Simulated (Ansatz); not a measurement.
## linear V chain under tension and compression

Does stretching change the magnetism or the channel count of the linear V chain?

Program: Ansatz 0.2.0. Level of theory: DFT PBEsol, plane waves, PAW; relaxation of a chain's period, in the first sound run; inputs show where later runs differ. Results are calculated unless marked as measured.

This is a report of a sequence of runs, with most program output left out.

### 1. The structure

The cell holds 1 atom: 1 V. Its edges and angles: a = 7.500 Å, b = 7.500 Å, c = 2.846 Å, α = 90.0°, β = 90.0°, γ = 90.0°. Vacuum lies along a and b. The structure's axis is c.

### 2. The relaxed wire

Band widths follow the bond lengths, so the chain is relaxed first. The atoms and the third cell vector are free; the box across stays fixed as vacuum. Moments are seeded so that a magnetic state can form if it lies lower. A Fermi-Dirac smearing is set since the result may be a metal. The pressure printed is a third of the stress's trace over the whole box, vacuum included; only the stress along the axis is relaxed.

Input file input.yaml:

```yaml
crystal:
  lattice:
    - [7.5, 0.0, 0.0]
    - [0.0, 7.5, 0.0]
    - [0.0, 0.0, 2.8458]
  atoms:
    - { symbol: V, position: [0.5, 0.5, 0.0], spin: 3.0 }
magnetization:
  spin_polarized: true
kpoints:
  mp_grid: { grid: [1, 1, 29] }
scf:
  occupations: { method: fermi_dirac, width: 0.05 }
hamiltonian:
  xc: pbesol
relax:
  cell: { fix: [a, b, alpha, beta, gamma] }
  max_steps: 60
```

Launch:

```sh
$ ansatz run input.yaml --threads 4 --pin off --max-ram 8192MiB --backend cpu --events-out ev --progress --plain --runs-dir out
```

Elapsed: 6.7 s, on 4 threads of Arm Neoverse V1, shared host; peak memory 0.42 GiB; 23 s of CPU time.

Relaxation path:

| step | energy less that of the first step (eV) | largest force component (eV/Å) | pressure (GPa) | volume (Å³) |
| --- | --- | --- | --- | --- |
| 1 | 0.0000 | 0.0000 | -0.84 | 160.08 |
| 2 | -0.0659 | 0.0000 | -0.65 | 154.34 |
| 3 | -0.1147 | 0.0000 | -0.25 | 146.54 |
| 4 | -0.1165 | 0.0000 | -0.09 | 144.17 |
| 5 | -0.1167 | 0.0000 | -0.13 | 144.76 |
| 6* | -0.1163 | 0.0000 | -0.13 | 144.76 |

Relaxation steps marked * repeat the geometry before them on a plane-wave basis chosen anew for their cell, so energy and pressure can jump there.

| cell as run | before | after | change |
| --- | --- | --- | --- |
| c (Å) | 2.846 | 2.573 | -9.6 % |

The relaxed structure:

```xyz
1
Lattice="7.5000 0.0000 0.0000 0.0000 7.5000 0.0000 0.0000 0.0000 2.5734" Properties=species:S:1:pos:R:3
V     3.7500    3.7500    0.0000
```

This step gave:

- energy at zero smearing: -2880.8537 eV
- total moment: 4.097 μB
- absolute moment: 4.097 μB
- cell length along the wire: 2.573 Å

Site moment by atom:

| atom | site moment (μB) |
| --- | --- |
| V1 | 2.92 |

The cell's length comes to 2.573 Å with an absolute moment of 4.10 μB a cell.

### 3. At a set period, period over the relaxed period 0.88, k-mesh 1×1×36

This step: DFT PBEsol, plane waves, PAW; channels and complex bands of a perfect chain (Ansatz 0.2.0).

The period is set to 0.88 times the relaxed one: shorter bonds widen the bands.

The cell differs from the one that the last finished run ended in (c 2.573 → 2.265 Å).

input.yaml, the sections that differ from step 2:

```yaml
crystal:
  lattice:
    - [7.5, 0.0, 0.0]
    - [0.0, 7.5, 0.0]
    - [0.0, 0.0, 2.2646328153]
  atoms:
    - { symbol: V, position: [0.5, 0.5, 0.0], spin: 2.92 }
kpoints:
  mp_grid: { grid: [1, 1, 36] }
output:
  transmission:
    e_range: [-2, 2]
    de: 0.035
    kmesh: [1, 1]
    reduced_basis: true
    leads: [[0, 0]]
  stress: true
# magnetization, scf, hamiltonian: as in step 2
# relax: removed
```

Run time: 19 s. Hardware: 4 threads; peak memory 0.46 GiB.

Numbers from this step:

| Quantity | Value |
| --- | --- |
| energy at zero smearing | -2880.8716 eV |
| total moment | 1.881 μB |
| absolute moment | 1.882 μB |
| channels at the energy nearest the Fermi level, spin up | 6 |
| channels at the energy nearest the Fermi level, spin down | 4 |
| conductance of the lead as this run defines it | 5.000 G₀ |
| band gap | 0 eV |

Open channels of the lead against energy, zero at the Fermi level:

| energy (eV) | spin up | spin down |
| --- | --- | --- |
| -2.00 | 1 | 1 |
| -1.90 | 3 | 1 |
| -1.79 | 3 | 1 |
| -1.69 | 3 | 1 |
| -1.58 | 4 | 1 |
| -1.48 | 4 | 1 |
| -1.37 | 4 | 1 |
| -1.23 | 4 | 1 |
| -1.12 | 4 | 1 |
| -1.02 | 4 | 1 |
| -0.92 | 4 | 3 |
| -0.81 | 4 | 3 |
| -0.70 | 6 | 3 |
| -0.60 | 6 | 3 |
| -0.49 | 6 | 4 |
| -0.39 | 6 | 4 |
| -0.28 | 6 | 4 |
| -0.18 | 6 | 4 |
| -0.07 | 6 | 4 |
| -0.01 | 6 | 4 |
| 0.07 | 6 | 4 |
| 0.17 | 6 | 4 |
| 0.28 | 6 | 4 |
| 0.38 | 6 | 4 |
| 0.48 | 6 | 4 |
| 0.59 | 4 | 4 |
| 0.69 | 4 | 4 |
| 0.80 | 4 | 6 |
| 0.91 | 4 | 6 |
| 1.01 | 4 | 6 |
| 1.11 | 4 | 6 |
| 1.22 | 4 | 6 |
| 1.36 | 2 | 6 |
| 1.47 | 2 | 6 |
| 1.57 | 2 | 6 |
| 1.68 | 2 | 6 |
| 1.78 | 2 | 6 |
| 1.89 | 1 | 6 |
| 1.99 | 1 | 4 |

Site moment by atom:

| atom | site moment (μB) |
| --- | --- |
| V1 | 1.24 |

At the computed energy nearest the Fermi level there are 6 spin-up and 4 spin-down channels, and the thermal average gives 5.00 G₀.

### 4. At a set period, period over the relaxed period 0.92, k-mesh 1×1×34

The period is set to 0.92 times the relaxed one: shorter bonds widen the bands.

The cell differs from the one that the last finished run ended in (c 2.265 → 2.368 Å).

input.yaml, as its differences from that of step 3:

```diff
@@ -4,3 +4,3 @@
     - [0.0, 7.5, 0.0]
-    - [0.0, 0.0, 2.2646328153]
+    - [0.0, 0.0, 2.3675706705]
   atoms:
@@ -10,3 +10,3 @@
 kpoints:
-  mp_grid: { grid: [1, 1, 36] }
+  mp_grid: { grid: [1, 1, 34] }
 scf:
```

Wall time 23 s (4 threads); peak memory 0.48 GiB; 82 s of CPU time.

At the computed energy nearest the Fermi level there are 6 spin-up and 4 spin-down channels, and the thermal average gives 4.99 G₀.

### 5. The chain at a fixed length, period over the relaxed period 0.96, k-mesh 1×1×33

The period is set to 0.96 times the relaxed one: shorter bonds widen the bands.

The cell differs from the one that the last finished run ended in (c 2.368 → 2.471 Å).

input.yaml, as its differences from that of step 4:

```diff
@@ -4,3 +4,3 @@
     - [0.0, 7.5, 0.0]
-    - [0.0, 0.0, 2.3675706705]
+    - [0.0, 0.0, 2.4705085258]
   atoms:
@@ -10,3 +10,3 @@
 kpoints:
-  mp_grid: { grid: [1, 1, 34] }
+  mp_grid: { grid: [1, 1, 33] }
 scf:
```

Run time: 26 s. Hardware: 4 threads; peak memory 0.54 GiB; 89 s of CPU time.

At the computed energy nearest the Fermi level there are 6 spin-up and 1 spin-down channels, and the thermal average gives 3.45 G₀.

For the conductance of the lead as this run defines it, step 3 gave 5.00 G₀; this run, with period over the relaxed period 0.96 and k-mesh 1×1×33, gives 3.45 G₀ (-31 %).

### 6. At a set period, period over the relaxed period 1, k-mesh 1×1×32

The period is set to 1.0 times the relaxed one, as the point of reference.

input.yaml, as its differences from that of step 5:

```diff
@@ -4,3 +4,3 @@
     - [0.0, 7.5, 0.0]
-    - [0.0, 0.0, 2.4705085258]
+    - [0.0, 0.0, 2.573446381]
   atoms:
@@ -10,3 +10,3 @@
 kpoints:
-  mp_grid: { grid: [1, 1, 33] }
+  mp_grid: { grid: [1, 1, 32] }
 scf:
```

Elapsed: 24 s, on 4 threads; peak memory 0.53 GiB; 84 s of CPU time.

At the computed energy nearest the Fermi level there are 6 spin-up and 1 spin-down channels, and the thermal average gives 3.43 G₀.

Between step 3 and this run (period over the relaxed period 1 and k-mesh 1×1×32) the value for the conductance of the lead as this run defines it moves from 5.00 G₀ to 3.43 G₀ (-31 %).

### 7. The chain at a fixed length, period over the relaxed period 1.04, k-mesh 1×1×30

The period is set to 1.04 times the relaxed one: longer bonds narrow the bands.

The cell differs from the one that the last finished run ended in (c 2.573 → 2.676 Å).

input.yaml, as its differences from that of step 6:

```diff
@@ -4,3 +4,3 @@
     - [0.0, 7.5, 0.0]
-    - [0.0, 0.0, 2.573446381]
+    - [0.0, 0.0, 2.6763842363]
   atoms:
@@ -10,3 +10,3 @@
 kpoints:
-  mp_grid: { grid: [1, 1, 32] }
+  mp_grid: { grid: [1, 1, 30] }
 scf:
```

The job ended after 23 s (4 threads; peak memory 0.51 GiB).

At the computed energy nearest the Fermi level there are 6 spin-up and 1 spin-down channels, and the thermal average gives 3.39 G₀. The change of length costs 0.023 eV a cell and leaves an absolute moment of 4.06 μB a cell.

For the conductance of the lead as this run defines it, step 3 gave 5.00 G₀; this run, with period over the relaxed period 1.04 and k-mesh 1×1×30, gives 3.39 G₀ (-32 %).

### 8. At a set period, period over the relaxed period 1.08, k-mesh 1×1×29

The period is set to 1.08 times the relaxed one: longer bonds narrow the bands.

The cell differs from the one that the last finished run ended in (c 2.676 → 2.779 Å).

input.yaml, as its differences from that of step 7:

```diff
@@ -4,3 +4,3 @@
     - [0.0, 7.5, 0.0]
-    - [0.0, 0.0, 2.6763842363]
+    - [0.0, 0.0, 2.7793220915]
   atoms:
@@ -10,3 +10,3 @@
 kpoints:
-  mp_grid: { grid: [1, 1, 30] }
+  mp_grid: { grid: [1, 1, 29] }
 scf:
```

The job ended after 19 s (4 threads; peak memory 0.48 GiB).

At the computed energy nearest the Fermi level there are 6 spin-up and 1 spin-down channels, and the thermal average gives 3.33 G₀. The change of length costs 0.076 eV a cell and leaves an absolute moment of 4.08 μB a cell.

For the conductance of the lead as this run defines it, step 3 gave 5.00 G₀; this run, with period over the relaxed period 1.08 and k-mesh 1×1×29, gives 3.33 G₀ (-33 %).

### 9. The chain at a fixed length, period over the relaxed period 1.13, k-mesh 1×1×28

The period is set to 1.13 times the relaxed one: longer bonds narrow the bands.

The cell differs from the one that the last finished run ended in (c 2.779 → 2.908 Å).

input.yaml, as its differences from that of step 8:

```diff
@@ -4,3 +4,3 @@
     - [0.0, 7.5, 0.0]
-    - [0.0, 0.0, 2.7793220915]
+    - [0.0, 0.0, 2.9079944106]
   atoms:
@@ -10,3 +10,3 @@
 kpoints:
-  mp_grid: { grid: [1, 1, 29] }
+  mp_grid: { grid: [1, 1, 28] }
 scf:
```

The job ended after 14 s (4 threads; peak memory 0.44 GiB).

Open channels of the lead against energy, zero at the Fermi level:

| energy (eV) | spin up | spin down |
| --- | --- | --- |
| -2.00 | 1 | 0 |
| -1.90 | 1 | 0 |
| -1.79 | 1 | 0 |
| -1.69 | 1 | 0 |
| -1.58 | 1 | 0 |
| -1.48 | 1 | 0 |
| -1.37 | 1 | 0 |
| -1.23 | 1 | 1 |
| -1.12 | 1 | 1 |
| -1.02 | 3 | 1 |
| -0.92 | 4 | 1 |
| -0.81 | 4 | 1 |
| -0.70 | 4 | 1 |
| -0.60 | 4 | 1 |
| -0.49 | 4 | 1 |
| -0.39 | 5 | 1 |
| -0.28 | 6 | 1 |
| -0.18 | 6 | 1 |
| -0.07 | 6 | 1 |
| -0.01 | 6 | 1 |
| 0.07 | 4 | 1 |
| 0.17 | 3 | 1 |
| 0.28 | 3 | 1 |
| 0.38 | 3 | 1 |
| 0.48 | 3 | 1 |
| 0.59 | 3 | 1 |
| 0.69 | 1 | 1 |
| 0.80 | 1 | 1 |
| 0.91 | 1 | 1 |
| 1.01 | 1 | 1 |
| 1.11 | 1 | 1 |
| 1.22 | 1 | 1 |
| 1.36 | 1 | 2 |
| 1.47 | 1 | 4 |
| 1.57 | 2 | 4 |
| 1.68 | 2 | 4 |
| 1.78 | 2 | 4 |
| 1.89 | 2 | 4 |
| 1.99 | 2 | 4 |

At the computed energy nearest the Fermi level there are 6 spin-up and 1 spin-down channels, and the thermal average gives 3.25 G₀. The change of length costs 0.171 eV a cell and leaves an absolute moment of 4.07 μB a cell.

### 10. At a set period, period over the relaxed period 1.2, k-mesh 1×1×26

The period is set to 1.2 times the relaxed one: longer bonds narrow the bands.

The cell differs from the one that the last finished run ended in (c 2.908 → 3.088 Å).

input.yaml, as its differences from that of step 9:

```diff
@@ -4,3 +4,3 @@
     - [0.0, 7.5, 0.0]
-    - [0.0, 0.0, 2.9079944106]
+    - [0.0, 0.0, 3.0881356572]
   atoms:
@@ -10,3 +10,3 @@
 kpoints:
-  mp_grid: { grid: [1, 1, 28] }
+  mp_grid: { grid: [1, 1, 26] }
 scf:
```

Elapsed: 17 s, on 4 threads; peak memory 0.47 GiB.

At the computed energy nearest the Fermi level there are 5 spin-up and 1 spin-down channels, and the thermal average gives 2.99 G₀. The change of length costs 0.335 eV a cell and leaves an absolute moment of 4.07 μB a cell.

For the conductance of the lead as this run defines it, step 3 gave 5.00 G₀; this run, with period over the relaxed period 1.2 and k-mesh 1×1×26, gives 2.99 G₀ (-40 %).

### 11. The chain at a fixed length, period over the relaxed period 1.3, k-mesh 1×1×24

The period is set to 1.3 times the relaxed one: longer bonds narrow the bands.

The cell differs from the one that the last finished run ended in (c 3.088 → 3.345 Å).

input.yaml, as its differences from that of step 10:

```diff
@@ -4,3 +4,3 @@
     - [0.0, 7.5, 0.0]
-    - [0.0, 0.0, 3.0881356572]
+    - [0.0, 0.0, 3.3454802953]
   atoms:
@@ -10,3 +10,3 @@
 kpoints:
-  mp_grid: { grid: [1, 1, 26] }
+  mp_grid: { grid: [1, 1, 24] }
 scf:
```

Run time: 22 s. Hardware: 4 threads; peak memory 0.48 GiB.

The open channels of the lead by energy, zero at the Fermi level:

| energy (eV) | spin up | spin down |
| --- | --- | --- |
| -2.00 | 1 | 0 |
| -1.90 | 1 | 0 |
| -1.79 | 1 | 0 |
| -1.69 | 1 | 0 |
| -1.58 | 1 | 0 |
| -1.48 | 1 | 0 |
| -1.37 | 1 | 0 |
| -1.23 | 1 | 0 |
| -1.12 | 1 | 0 |
| -1.02 | 1 | 0 |
| -0.92 | 1 | 0 |
| -0.81 | 1 | 0 |
| -0.70 | 1 | 1 |
| -0.60 | 1 | 1 |
| -0.49 | 4 | 1 |
| -0.39 | 4 | 1 |
| -0.28 | 5 | 1 |
| -0.18 | 5 | 1 |
| -0.07 | 5 | 1 |
| -0.01 | 4 | 1 |
| 0.07 | 3 | 1 |
| 0.17 | 3 | 1 |
| 0.28 | 3 | 1 |
| 0.38 | 1 | 1 |
| 0.48 | 1 | 1 |
| 0.59 | 1 | 1 |
| 0.69 | 1 | 1 |
| 0.80 | 1 | 1 |
| 0.91 | 1 | 1 |
| 1.01 | 1 | 1 |
| 1.11 | 1 | 1 |
| 1.22 | 1 | 1 |
| 1.36 | 0 | 1 |
| 1.47 | 0 | 1 |
| 1.57 | 0 | 1 |
| 1.68 | 0 | 1 |
| 1.78 | 0 | 1 |
| 1.89 | 2 | 3 |
| 1.99 | 2 | 4 |

At the computed energy nearest the Fermi level there are 4 spin-up and 1 spin-down channels, and the thermal average gives 2.50 G₀. The change of length costs 0.576 eV a cell and leaves an absolute moment of 4.10 μB a cell.

Between step 3 and this run (period over the relaxed period 1.3 and k-mesh 1×1×24) the value for the conductance of the lead as this run defines it moves from 5.00 G₀ to 2.50 G₀ (-50 %).

### 12. Comparing the runs

Times are for 4 threads of Arm Neoverse V1, shared host. The runs compared:

| no. | period over the relaxed period | conductance of the lead as this run defines it (G₀) | absolute moment (μB) | energy at zero smearing less the lowest (eV) | time | memory (GiB) |
| --- | --- | --- | --- | --- | --- | --- |
| 1 | 0.88 | 5.000 | 1.882 | 0 | 19 s | 0.46 |
| 2 | 0.92 | 4.987 | 2.784 | 0.1259 | 23 s | 0.48 |
| 3 | 0.96 | 3.455 | 4.092 | 0.04578 | 26 s | 0.54 |
| 4 | 1 | 3.426 | 4.066 | 0.01850 | 24 s | 0.53 |
| 5 | 1.04 | 3.391 | 4.061 | 0.04184 | 23 s | 0.51 |
| 6 | 1.08 | 3.335 | 4.075 | 0.09440 | 19 s | 0.48 |
| 7 | 1.13 | 3.252 | 4.067 | 0.1897 | 14 s | 0.44 |
| 8 | 1.2 | 2.988 | 4.070 | 0.3537 | 17 s | 0.47 |
| 9 | 1.3 | 2.498 | 4.103 | 0.5948 | 22 s | 0.48 |

### 13. Outcome

```
relaxed cell length              : 2.573 Å
conductance at period × 0.88     : 5.00 G₀
conductance at period × 1.0      : 3.43 G₀
conductance at period × 1.13     : 3.25 G₀
conductance at period × 1.3      : 2.50 G₀
absolute moment at period × 0.88 : 1.88 μB
absolute moment at period × 1.0  : 4.07 μB
absolute moment at period × 1.3  : 4.10 μB
```

What this shows: The moment is 1.88 μB at the shortest period and 4.10 μB at the longest; it jumps by 1.31 μB between two neighbouring lengths, a change of magnetic state rather than a smooth growth. The conductance goes from 5.00 G₀ at the shortest period to 2.50 G₀ at the longest, while the magnetic state changes too. At 0.88 times the period the energy lies 19 meV a cell under that at the relaxed period, with 1.88 μB against 4.07 μB: the relaxation found a local minimum of another magnetic state. Transport is coherent and elastic here: the atoms are frozen, so scattering by vibrations plays no part. No search over magnetic orders was made; another may lie lower. For the perfect chain only parallel moments were started; its antiparallel and spiral orders were not tested. Conductances of a perfect chain off the multiples of half a G0 come from band edges within the thermal window; the square box also splits pairs of bands that an isolated chain keeps degenerate, which moves such edges. The lead's cell of one atom keeps the chain straight and evenly spaced; a zigzag or dimerised form may lie lower.

[Logs are printed without paths, hosts, clocks, repeated set-up lines and the standing remarks that a program may print on its own settings, such as how far it seeks lower states.]

[Hosts, paths, dates, database ids (printed as entryN), source tags and the programs' standing remarks are cut or masked in the printed files.]
